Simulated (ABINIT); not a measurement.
# Quasiparticle gap of KI (Fm-3m) in ABINIT

How does a plane-wave GW calculation on KI (Fm-3m) run from the first input to the gap?

Program: ABINIT 10.8.3. Level of theory: PBE and many-body steps on it, plane waves. Results are calculated unless marked as measured.

### Step 1. The structure

It takes space group Fm-3m (No. 225, cubic). Conventional cell: a = 7.066 Å, b = 7.066 Å, c = 7.066 Å, α = 90.00°, β = 90.00°, γ = 90.00°. K has 6 I at 3.53 Å nearest. I has 6 K at 3.53 Å nearest. Farther neighbours and most contacts between anions are not listed.

The cell and positions come from the Crystallography Open Database and are kept as given unless a step says otherwise. Spin-orbit coupling is left out unless a step names it.

### Step 2. Ground state

This step: ABINIT 10.8.3; DFT, PBE, plane waves, norm-conserving pseudopotentials.

The ground-state density comes first.

Contents of run.abi:

```
acell 3*1.0 Angstrom
rprim 
  0.000000000000 3.532775000000 3.532775000000
  3.532775000000 0.000000000000 3.532775000000
  3.532775000000 3.532775000000 -0.000000000000
ntypat 2
znucl 19 53
natom 2
typat 1 2
xred 
  0.000000000000 0.000000000000 0.000000000000
  0.500000000000 0.500000000000 0.500000000000
pp_dirpath "pseudos"
pseudos "K.upf, I.upf"
ecut 33
ngkpt 6 6 6
nshiftk 1
shiftk 0 0 0
kptopt 1
chksymbreak 0
nband 13
occopt 1
tolvrs 1e-10
nstep 60
prtwf 0
optforces 0
optstress 0
indata_prefix "in"
outdata_prefix "out"
tmpdata_prefix "tmp"
```

Started as:

```
OMP_NUM_THREADS=1 mpirun -n 4 abinit run.abi > log
```

Numbers of over 12 decimals in the logs are rounded to 6 here.

What it wrote:

```text
.Version 10.8.3 of ABINIT. v10.8.2 released Aug 2026.

 Symmetries : space group Fm -3 m (#225); Bravais cF (face-center cubic)
================================================================================
 Values of the parameters that define the memory need of the present run
     intxc =       0    ionmov =       0      iscf =       7    lmnmax =       6
     lnmax =       6     mgfft =      50  mpssoang =       3    mqgrid =    3001
     natom =       2  nloc_mem =       1    nspden =       1   nspinor =       1
    nsppol =       1      nsym =      48    n1xccc =    2501    ntypat =       2
    occopt =       1   xclevel =       2
-    mband =          13        mffmem =           1         mkmem =           4
       mpw =        5405          nfft =      125000          nkpt =          16
================================================================================
  Rough estimation (10% accuracy) of disk space for files :
================================================================================

--------------------------------------------------------------------------------
------------- Echo of variables that govern the present computation ------------
--------------------------------------------------------------------------------
 -outvars: echo values of preprocessed input variables --------
            acell      1.8897261259E+00  1.8897261259E+00  1.8897261259E+00 Bohr

      chksymbreak           0
             ecut      3.30000000E+01 Hartree
-          fftalg         312

              ixc     -101130
              kpt      0.00000000E+00  0.00000000E+00  0.00000000E+00
                       1.66666667E-01  0.00000000E+00  0.00000000E+00
                       3.33333333E-01  0.00000000E+00  0.00000000E+00
                       5.00000000E-01  0.00000000E+00  0.00000000E+00
                       1.66666667E-01  1.66666667E-01  0.00000000E+00
                       3.33333333E-01  1.66666667E-01  0.00000000E+00
                       5.00000000E-01  1.66666667E-01  0.00000000E+00
                      -3.33333333E-01  1.66666667E-01  0.00000000E+00
                      -1.66666667E-01  1.66666667E-01  0.00000000E+00
   [... 5 further rows ...]
                      -3.33333333E-01  3.33333333E-01  1.66666667E-01
                      -3.33333333E-01  5.00000000E-01  1.66666667E-01
         kptrlatt        6    0    0      0    6    0      0    0    6
          kptrlen      5.66475451E+01
P           mkmem           4
            natom           2
            nband          13
            ngfft          50      50      50
             nkpt          16
            nstep          60
             nsym          48
           ntypat           2
              occ      2.000000  2.000000  2.000000  2.000000  2.000000  2.000000
                       2.000000  2.000000  0.000000  0.000000  0.000000  0.000000
                       0.000000
        optforces           0
        optstress           0
            prtwf           0
            rprim      0.0000000000E+00  3.5327750000E+00  3.5327750000E+00
[...]
spgroup         225

           tolvrs      1.00000000E-10

             xred      0.0000000000E+00  0.0000000000E+00  0.0000000000E+00
[...]
znucl       19.00000   53.00000

================================================================================

 chkinp: Checking input parameters for consistency.

================================================================================
== DATASET  1 ==================================================================
-   mpi_nproc: 4, omp_nthreads: 1 (-1 if OMP is not activated)

--- !DatasetInfo
iteration_state: {dtset: 1, }
dimensions: {natom: 2, nkpt: 16, mband: 13, nsppol: 1, nspinor: 1, nspden: 1, mpw: 5405, }
cutoff_energies: {ecut:  33.0, pawecutdg:  -1.0, }
electrons: {nelect:   1.60000000E+01, charge:   0.00000000E+00, occopt:   1.00000000E+00, tsmear:   1.00000000E-02, }

 Real(R)+Recip(G) space primitive vectors, cartesian coordinates (Bohr,Bohr^-1):
 R(1)=  0.0000000  6.6759772  6.6759772  G(1)= -0.0748954  0.0748954  0.0748954
 R(2)=  6.6759772  0.0000000  6.6759772  G(2)=  0.0748954 -0.0748954  0.0748954
 R(3)=  6.6759772  6.6759772  0.0000000  G(3)=  0.0748954  0.0748954 -0.0748954
 Unit cell volume ucvol=  5.9507887E+02 bohr^3
 Angles (23,13,12)=  6.00000000E+01  6.00000000E+01  6.00000000E+01 degrees

 getcut: wavevector=  0.0000  0.0000  0.0000  ngfft=  50  50  50
         ecut(hartree)=     33.000   => boxcut(ratio)=   2.04876

--- Pseudopotential description ------------------------------------------------
- K Generated using ONCVPSP code by D. R. Hamann
- 19.00000   9.00000  171031                  znucl, zion, pspdat
12 -101130 2 -1 2222                          pspcod,pspxc,lmax,lloc,mmax
     nproj     2     2     2
  pspatm : epsatm=    8.42413758
         --- l  ekb(1:nproj) -->
[...]
pspatm: atomic psp has been read  and splines computed

- I Generated using ONCVPSP code by D. R. Hamann
- 53.00000   7.00000  171031                  znucl, zion, pspdat
12 -101130 2 -1 1196                          pspcod,pspxc,lmax,lloc,mmax
     nproj     2     2     2
  pspatm : epsatm=   19.17056757
         --- l  ekb(1:nproj) -->
[...]
2    4.134838    0.711910
 pspatm: atomic psp has been read  and splines computed

   4.41515282E+02                                ecore*ucvol(ha*bohr**3)
--------------------------------------------------------------------------------

_setup2: Arith. and geom. avg. npw (full set) are    5388.051    5388.035

================================================================================

--- !BeginCycle
iteration_state: {dtset: 1, }
solver: {iscf: 7, nstep: 60, nline: 4, wfoptalg: 0, }
tolerances: {tolvrs: 1.00E-10, }

     iter   Etot(hartree)      deltaE(h)  residm     vres2
 ETOT  1  -43.084150102588    -4.308E+01 2.534E-02 6.984E+01
 ETOT  2  -43.102403187570    -1.825E-02 2.146E-03 3.303E+00
 ETOT  3  -43.102515509612    -1.123E-04 1.060E-03 4.921E-01
 ETOT  4  -43.102523625818    -8.116E-06 4.845E-04 6.465E-02
 ETOT  5  -43.102525137926    -1.512E-06 6.316E-04 1.389E-03
 ETOT  6  -43.102525255408    -1.175E-07 5.937E-04 6.426E-05
 ETOT  7  -43.102525257403    -1.995E-09 7.598E-04 2.549E-06
 ETOT  8  -43.102525257520    -1.174E-10 5.321E-04 7.021E-08
 ETOT  9  -43.102525257525    -4.782E-12 5.695E-04 7.722E-10
 ETOT 10  -43.102525257523     1.918E-12 3.108E-04 2.422E-11

 At SCF step   10       vres2   =  2.42E-11 < tolvrs=  1.00E-10 =>converged.

--- !ResultsGS
iteration_state: {dtset: 1, }
comment   : Summary of ground state results
lattice_vectors:
- [  0.0000000,   6.6759772,   6.6759772, ]
- [  6.6759772,   0.0000000,   6.6759772, ]
- [  6.6759772,   6.6759772,  -0.0000000, ]
lattice_lengths: [   9.44126,    9.44126,    9.44126, ]
lattice_angles: [ 60.000,  60.000,  60.000, ] # degrees, (23, 13, 12)
lattice_volume:   5.9507887E+02
convergence: {deltae:  1.918E-12, res2:  2.422E-11, residm:  3.108E-04, diffor:  0.000E+00, }
etotal    :  -4.31025253E+01
entropy   :   0.00000000E+00
fermie    :   4.35632526E-03
cartesian_stress_tensor: null
pressure_GPa: null
xred      :
- [  0.0000E+00,   0.0000E+00,   0.0000E+00,  K]
- [  5.0000E-01,   5.0000E-01,   5.0000E-01,  I]
cartesian_forces: null
force_length_stats: {min: null, max: null, mean: null, }

 Integrated electronic density in atomic spheres:
 ------------------------------------------------
 Atom  Sphere_radius  Integrated_density
    1        2.00000          6.92264502
    2        2.00000          2.87372183
================================================================================

 ----iterations are completed or convergence reached----

 Mean square residual over all n,k,spin=   34.812E-07; max=  31.082E-05
 reduced coordinates (array xred) for    2 atoms
       0.000000000000      0.000000000000      0.000000000000
       0.500000000000      0.500000000000      0.500000000000
 rms dE/dt=  0.0000E+00; max dE/dt=  0.0000E+00; dE/dt below (all hartree)
    1       0.000000000000      0.000000000000      0.000000000000
    2       0.000000000000      0.000000000000      0.000000000000

 cartesian coordinates (angstrom) at end:
    1      0.000000     0.000000     0.000000
    2      3.532775     3.532775     3.532775
 length scales=  1.889726125908  1.889726125908  1.889726125908 bohr
              =  1.000000000000  1.000000000000  1.000000000000 angstroms
 prteigrs : about to open file out_EIG
 Fermi (or HOMO) energy (hartree) =   0.00436   Average Vxc (hartree)=  -0.26576
 Eigenvalues (hartree) for nkpt=  16  k points:
 kpt#   1, nband= 13, wtk=  0.00463, kpt=  0.0000  0.0000  0.0000 (reduced coord)
  -1.04300   -0.43616   -0.43616   -0.43616   -0.38166    0.00436    0.00436    0.00436
   0.14997    0.24342    0.24342    0.24342    0.26985
 prteigrs : prtvol=0 or 1, do not print more k-points.

--- !EnergyTerms
iteration_state     : {dtset: 1, }
comment             : Components of total free energy in Hartree
kinetic             :  1.34667133953278E+01
hartree             :  9.56437515154625E+00
xc                  : -1.04106413033510E+01
Ewald energy        : -2.74618377792638E+01
psp_core            :  7.41944137873510E-01
local_psp           : -3.51497426630674E+01
non_local_psp       :  6.14666380341154E+00
total_energy        : -4.31025252575231E+01
total_energy_eV     : -1.17287946295961E+03
band_energy         : -5.55993678185055E+00

== END DATASET(S) ==============================================================
================================================================================

 -outvars: echo values of variables after computation  --------
           etotal     -4.3102525258E+01
            nband          13
             nkpt          16
          spgroup         225
 [... the other variables as echoed above ...]

 Calculation completed.
```

Run time: 10 s. Hardware: 4 MPI ranks of Arm Neoverse V2, shared host; peak memory 0.36 GiB.

Numbers from this step:

- total energy: -1172.8795 eV
- gap: 3.962 eV
- k of the valence top: 0, 0, 0
- k of the conduction bottom: 0, 0, 0
- least direct gap: 3.962 eV

The gap is direct, at Γ.

(Continued in part 2 of 3.)

[Paths, hosts, dates, memory and timing lines, banners, echoed tables and standing remarks are left out of the program output.]

[Logs are printed without paths, hosts, clocks, repeated set-up lines and the standing remarks that a program may print on its own settings, such as how far it seeks lower states.]

[Runs of the session that timed out or met a known fault of the program may be left out.]

[Hosts, paths, dates, database ids (printed as entryN), source tags and the programs' standing remarks are cut or masked in the printed files.]

[G0W0 gaps are taken among the corrected bands and points alone; a level outside them can change the order at an edge.]

[Where Ansatz stands beside ABINIT at settings called matched, ABINIT's density can come from a denser mesh and the files from another edition; pairs whose starting gaps differed by over 0.03 eV were left out, so agreement reads better than it is.]
